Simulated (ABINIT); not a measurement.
# SnO2 (Cassiterite): modes at Γ and the response to a field

Which modes does SnO2 (Cassiterite) have at the zone centre?

Main program and level: ABINIT 10.8.3; DFT LDA, scalar-relativistic, plane waves, PseudoDojo norm-conserving pseudopotentials.

This is a report of a sequence of runs, with most program output left out.

### 1. Set-up

Symmetry: P4_2/mnm, No. 136, tetragonal system. The conventional cell has a = 4.738 Å, b = 4.738 Å, c = 3.187 Å, α = 90.00°, β = 90.00°, γ = 90.00°. Nearest to Sn lie 6 O at 2.05 to 2.06 Å. Nearest to O lie 3 Sn at 2.05 to 2.06 Å. Farther neighbours and most contacts between anions are not listed.

### 2. A first look

A first run with smearing and empty bands tells whether the crystal has a gap, which decides between fixed occupations and smearing later on.

The input, probe.abi:

```
# ground state
tolvrs 1.0d-08
prtden 1
prtwf 1

# basis, mesh and filling
ecut 36.0
ngkpt 4 4 6
nshiftk 1
shiftk 0.0 0.0 0.0
istwfk *1
occopt 7
tsmear 0.005
nband 36
nstep 100
diemac 9.0
prtebands 0
prtgsr 0
useylm 1

# cell and atoms
acell 8.953522379 8.953522379 6.021612296
rprim 
    1.0 0.0 0.0
    0.0 1.0 0.0
    0.0 0.0 1.0
ntypat 2
znucl 50 8
natom 6
typat 1 1 2 2 2 2
xred 
    0.0 0.0 0.0
    0.5 0.5 0.5
    0.3071000000 0.3071000000 0.0
    0.1929000000 0.8071000000 0.5
    0.6929000000 0.6929000000 0.0
    0.8071000000 0.1929000000 0.5
pp_dirpath "./pseudo"
pseudos "Sn.upf, O.upf"
```

Command:

```console
> OMP_NUM_THREADS=1 mpirun -n 4 abinit probe.abi > probe.log
```

It took 29 s on 4 MPI ranks of AMD EPYC 9R45, shared host; 1.9 min of CPU time.

This step gave:

- volume per atom: 11.92 Å³
- pressure: -1.258 GPa
- gap on the k-mesh: 1.125 eV

A gap of 1.1 eV opens on this mesh, so the crystal is taken as an insulator; the printed pressure holds the stress of the finite basis too.

### 3. Relaxing the cell and atoms

The harmonic expansion needs vanishing forces, and a free crystal bears no stress, so cell and atoms are brought to rest. Stress is more sensitive to the basis than forces are: the last 3 Ha under the cutoff are smoothed with ecutsm, and the cutoff is raised above that of the later runs.

The input, relax.abi:

```
# relaxation
ionmov 2
optcell 2
dilatmx 1.08
ntime 40
tolmxf 1.0d-05
tolvrs 1.0d-14
prtwf 0
prtden 0
chksymtnons 0

# basis, mesh and filling
ecut 44.0
ecutsm 3.0
ngkpt 4 4 6
nshiftk 1
shiftk 0.0 0.0 0.0
istwfk *1
occopt 1
nband 26
nstep 100
diemac 9.0
prtebands 0
prtgsr 0
useylm 1

# cell and atoms
acell 8.953522379 8.953522379 6.021612296
rprim 
    1.0 0.0 0.0
    0.0 1.0 0.0
    0.0 0.0 1.0
ntypat 2
znucl 50 8
natom 6
typat 1 1 2 2 2 2
xred 
    0.0 0.0 0.0
    0.5 0.5 0.5
    0.3071000000 0.3071000000 0.0
    0.1929000000 0.8071000000 0.5
    0.6929000000 0.6929000000 0.0
    0.8071000000 0.1929000000 0.5
pp_dirpath "./pseudo"
pseudos "Sn.upf, O.upf"
```

Command:

```console
> OMP_NUM_THREADS=1 mpirun -n 4 abinit relax.abi > relax.log
```

Run time: 4 min. Hardware: 4 MPI ranks.

Step by step:

```tsv
step	energy less that of the first step (eV)	largest force (eV/Å)	volume (Å³)
1	0.0000	0.1475	71.53
2	-0.0014	0.1094	71.49
3	-0.0031	0.0022	71.33
4	-0.0031	0.0004	71.33
5	-0.0031	0.0001	71.32
```

```tsv
conventional cell, symmetrised	before	after	change
a (Å)	4.738	4.725	-0.3 %
b (Å)	4.738	4.725	-0.3 %
c (Å)	3.187	3.195	+0.3 %
volume (Å³/atom)	11.92	11.89	-0.3 %
```

Numbers from this step:

```yaml
volume_per_atom: 11.89 Å³
pressure: -5.89e-4 GPa
```

The volume changes by -0.3 % in this run and stands -0.3 % from the first cell.

### 4. Ground state

The response is built on these wavefunctions, so the potential is converged far more tightly than an energy would need. The mesh is shifted off Γ, since shifted meshes converge sums over the zone faster.

The input, gs.abi:

```
# ground state
tolvrs 1.0d-16
prtden 1
prtwf 1

# basis, mesh and filling
ecut 36.0
ngkpt 4 4 8
nshiftk 1
shiftk 0.5 0.5 0.5
istwfk *1
occopt 1
nband 26
nstep 100
diemac 9.0
prtebands 0
prtgsr 0
useylm 1

# cell and atoms
acell 8.928056638 8.928056638 6.038288292
rprim 
    1.0 0.0 0.0
    0.0 1.0 0.0
    0.0 0.0 1.0
ntypat 2
znucl 50 8
natom 6
typat 1 1 2 2 2 2
xred 
    0.0 0.0 0.0
    0.5 0.5 0.5
    0.3062143909 0.3062143909 0.0
    0.1937856091 0.8062143909 0.5
    0.6937856091 0.6937856091 0.0
    0.8062143909 0.1937856091 0.5
pp_dirpath "./pseudo"
pseudos "Sn.upf, O.upf"
```

Command:

```console
> OMP_NUM_THREADS=1 mpirun -n 4 abinit gs.abi > gs.log
```

Wall time 19 s (4 MPI ranks); 77 s of CPU time.

Read from the output:

| Property | Result |
| --- | --- |
| pressure | -1.032 GPa |

The cell stands at -1.0 GPa: the relaxation ran with a smoothed and higher cutoff and on another k mesh.

### 5. Empty bands

Empty bands on the ground state's density check that the gap assumed so far is there in this cell.

The input, gap.abi:

```
# empty bands on the ground state's density
iscf -2
getden_filepath "gso_DEN"
tolwfr 1.0d-12
nbdbuf 2
prtwf 0

# basis, mesh and filling
ecut 36.0
ngkpt 4 4 8
nshiftk 1
shiftk 0.0 0.0 0.0
istwfk *1
occopt 1
nband 30
nstep 100
diemac 9.0
prtebands 0
prtgsr 0
useylm 1

# cell and atoms
acell 8.928056638 8.928056638 6.038288292
rprim 
    1.0 0.0 0.0
    0.0 1.0 0.0
    0.0 0.0 1.0
ntypat 2
znucl 50 8
natom 6
typat 1 1 2 2 2 2
xred 
    0.0 0.0 0.0
    0.5 0.5 0.5
    0.3062143909 0.3062143909 0.0
    0.1937856091 0.8062143909 0.5
    0.6937856091 0.6937856091 0.0
    0.8062143909 0.1937856091 0.5
pp_dirpath "./pseudo"
pseudos "Sn.upf, O.upf"
```

Command:

```console
> OMP_NUM_THREADS=1 mpirun -n 4 abinit gap.abi > gap.log
```

Wall time 22 s (4 MPI ranks); 87 s of CPU time.

This step gave:

```
gap on the k-mesh : 1.123 eV
```

In this cell the gap on the mesh is 1.1 eV, direct, so fixed occupations hold.

### 6. Linear response at Γ

The derivative of the wavefunctions by k comes first, since the response to a field is built on it; then the field and the displacements that symmetry doesn't supply are solved at q = 0.

It reads the wavefunctions written in step 4.

The input, dfpt_gamma.abi:

```
ndtset 2

# common to the responses
getwfk_filepath "gso_WFK"
kptopt 2
nqpt 1
qpt 0.0 0.0 0.0
asr 0
chneut 0

# d/dk
rfelfd1 2
rfdir1 1 1 1
iscf1 -3
tolwfr1 1.0d-20

# displacements, field
rfphon2 1
rfatpol2 1 6
rfdir2 1 1 1
rfelfd2 3
getddk2 1
tolvrs2 1.0d-10
prtwf2 0

# basis, mesh and filling
ecut 36.0
ngkpt 4 4 8
nshiftk 1
shiftk 0.5 0.5 0.5
istwfk *1
occopt 1
nband 26
nstep 100
diemac 9.0
prtebands 0
prtgsr 0
useylm 1

# cell and atoms
acell 8.928056638 8.928056638 6.038288292
rprim 
    1.0 0.0 0.0
    0.0 1.0 0.0
    0.0 0.0 1.0
ntypat 2
znucl 50 8
natom 6
typat 1 1 2 2 2 2
xred 
    0.0 0.0 0.0
    0.5 0.5 0.5
    0.3062143909 0.3062143909 0.0
    0.1937856091 0.8062143909 0.5
    0.6937856091 0.6937856091 0.0
    0.8062143909 0.1937856091 0.5
pp_dirpath "./pseudo"
pseudos "Sn.upf, O.upf"
```

Command:

```console
> OMP_NUM_THREADS=1 mpirun -n 4 abinit dfpt_gamma.abi > dfpt_gamma.log
```

Wall time 8.9 min (4 MPI ranks).

Numbers from this step:

```yaml
miss_of_the_charge_sum_rule: 0.01658 e
largest_acoustic_frequency_at_the_zone_centre_before_the_sum_rule: -3.11 cm⁻¹
highest_optical_zone_centre_mode_no_lo_to_term: 756.1 cm⁻¹
lowest_optical_zone_centre_mode: 101.9 cm⁻¹
mean_high_frequency_dielectric_constant: 4.521
largest_born_charge_in_size_third_of_the_trace: 4.278 e
```

Born charge (rows field, columns displacement), before the sum rule (e), principal values of the symmetric part by kind of site:

```tsv
atom	atoms with these values	low	middle	high	mean
Sn1	2	3.68	4.55	4.61	4.28
O3	4	-2.80	-2.28	-1.34	-2.14
```

In full for Sn1:

```
4.14 0.47 0.00
0.47 4.14 0.00
0.00 0.00 4.55
```

High-frequency dielectric tensor:

```
4.38 0.00 0.00
0.00 4.38 0.00
0.00 0.00 4.79
```

The acoustic modes at Γ come out as far as 3.1 cm⁻¹ from zero, where they should vanish, a small numerical error; the Born charges miss their sum rule by 0.017 e, which is good.

### 7. Zone-centre analysis

anaddb reads the merged derivatives, imposes the acoustic sum rule and charge neutrality, and adds the LO-TO term along chosen directions.

The input, anaddb.abi:

```
ddb_filepath "gamma_DDB"
output_file "anaddb.abo"
outdata_prefix "anaddb"
asr 1
chneut 1
enunit 2
eivec 1
nph1l 1
qph1l 0.0 0.0 0.0 1.0
dieflag 2
nph2l 3
qph2l 
    1.0 0.0 0.0 0.0
    0.0 0.0 1.0 0.0
    1.0 1.0 1.0 0.0
```

The input, mrgddb.in:

```
gamma_DDB
merged
2
dfpt_gammao_DS2_DDB
gso_DDB
```

Command:

```console
> mrgddb < mrgddb.in > mrgddb.log
> OMP_NUM_THREADS=1 anaddb anaddb.abi > anaddb.log
```

Elapsed: 0.64 s, on 1 thread.

This step gave:

```yaml
lowest_optical_zone_centre_mode: 102.0 cm⁻¹
highest_mode_moved_by_the_lo_to_term: 736.3 cm⁻¹
```

No LO-TO term; unit eigenvectors of the mass-weighted matrix, from anaddb's displacements. Modes at Γ, with each element's share of the kinetic energy:

```tsv
mode	frequency (cm⁻¹)	Sn %	O %
1	0.0	79	21
2	0.0	79	21
3	0.0	79	21
4	102.0	0	100
5	146.4	92	8
6	222.8	21	79
7	222.8	21	79
8	280.4	92	8
9	280.4	92	8
10	347.4	0	100
11	463.3	21	79
12	469.1	0	100
13	469.1	0	100
14	562.9	8	92
15	598.6	8	92
16	598.6	8	92
17	629.0	0	100
18	756.1	0	100
```

Displacements in mode 4 (102.0 cm⁻¹), the largest set to 1:
```
Sn1  0.00  0.00  0.00
Sn2  0.00  0.00  0.00
O3   1.00 -1.00  0.00
O4  -1.00 -1.00  0.00
O5  -1.00  1.00  0.00
O6   1.00  1.00  0.00
```

Displacements in mode 15 (598.6 cm⁻¹), the largest set to 1:
```
Sn1  0.18 -0.03  0.00
Sn2  0.18  0.03  0.00
O3  -0.66 -1.00  0.00
O4  -0.66  1.00  0.00
O5  -0.66 -1.00  0.00
O6  -0.66  1.00  0.00
```

The rule moves no optical mode by more than 0.2 cm⁻¹.

### 8. Sum rules set otherwise (asr 0)

Without the rule the raw error of the acoustic modes shows.

Changes to anaddb.abi since step 7:

```diff
@@ -3,4 +3,4 @@
 outdata_prefix "anaddb"
-asr 1
-chneut 1
+asr 0
+chneut 0
 enunit 2
```

mrgddb.in is that of step 7.

Run time: 0.62 s. Hardware: 1 thread.

This step gave:

```yaml
lowest_optical_zone_centre_mode: 101.9 cm⁻¹
```

Zone-centre frequencies as printed; negative means imaginary. Modes:

```tsv
mode	frequency (cm⁻¹)
1	-3.11
2	-2.12
3	-2.12
4	101.9
5	146.4
6	222.8
7	222.8
8	280.4
9	280.4
10	347.4
11	463.2
12	469
13	469
14	562.9
15	598.5
16	598.5
17	629
18	756.1
```

### 9. Summary of results

```yaml
space_group_after_relaxation: P4_2/mnm
volume_per_atom: 11.9 Å³
highest_optical_zone_centre_mode_no_lo_to_term: 756.1 cm⁻¹
lowest_optical_zone_centre_mode: 102.0 cm⁻¹
highest_mode_moved_by_the_lo_to_term: 736.3 cm⁻¹
mean_high_frequency_dielectric_constant: 4.52
largest_born_charge_in_size_third_of_the_trace: 4.28 e
imaginary_optical_modes_at_the_zone_centre_no_q_mesh_in_this_session: none
```

At the LDA level the optical modes of SnO2 (Cassiterite) at the zone centre (no LO-TO term) run from 102 to 756 cm⁻¹. The base run prints -1.0 GPa, mostly the error of a finite basis; the relaxation, with a smoothed and higher cutoff, had brought the cell to rest. Along the directions run, the highest mode that the macroscopic field moves lies at 736 cm⁻¹. These are harmonic frequencies at zero temperature: anharmonic shifts and linewidths and thermal expansion are left out. The published file for Sn has no f projectors, which tends to make oxide cells too large.

[Host names and launcher messages were left out of these logs when they were recorded.]

[Logs are printed without paths, hosts, clocks, repeated set-up lines and the standing remarks that a program may print on its own settings, such as how far it seeks lower states.]

[Hosts, paths, dates, database ids (printed as entryN), source tags and the programs' standing remarks are cut or masked in the printed files.]
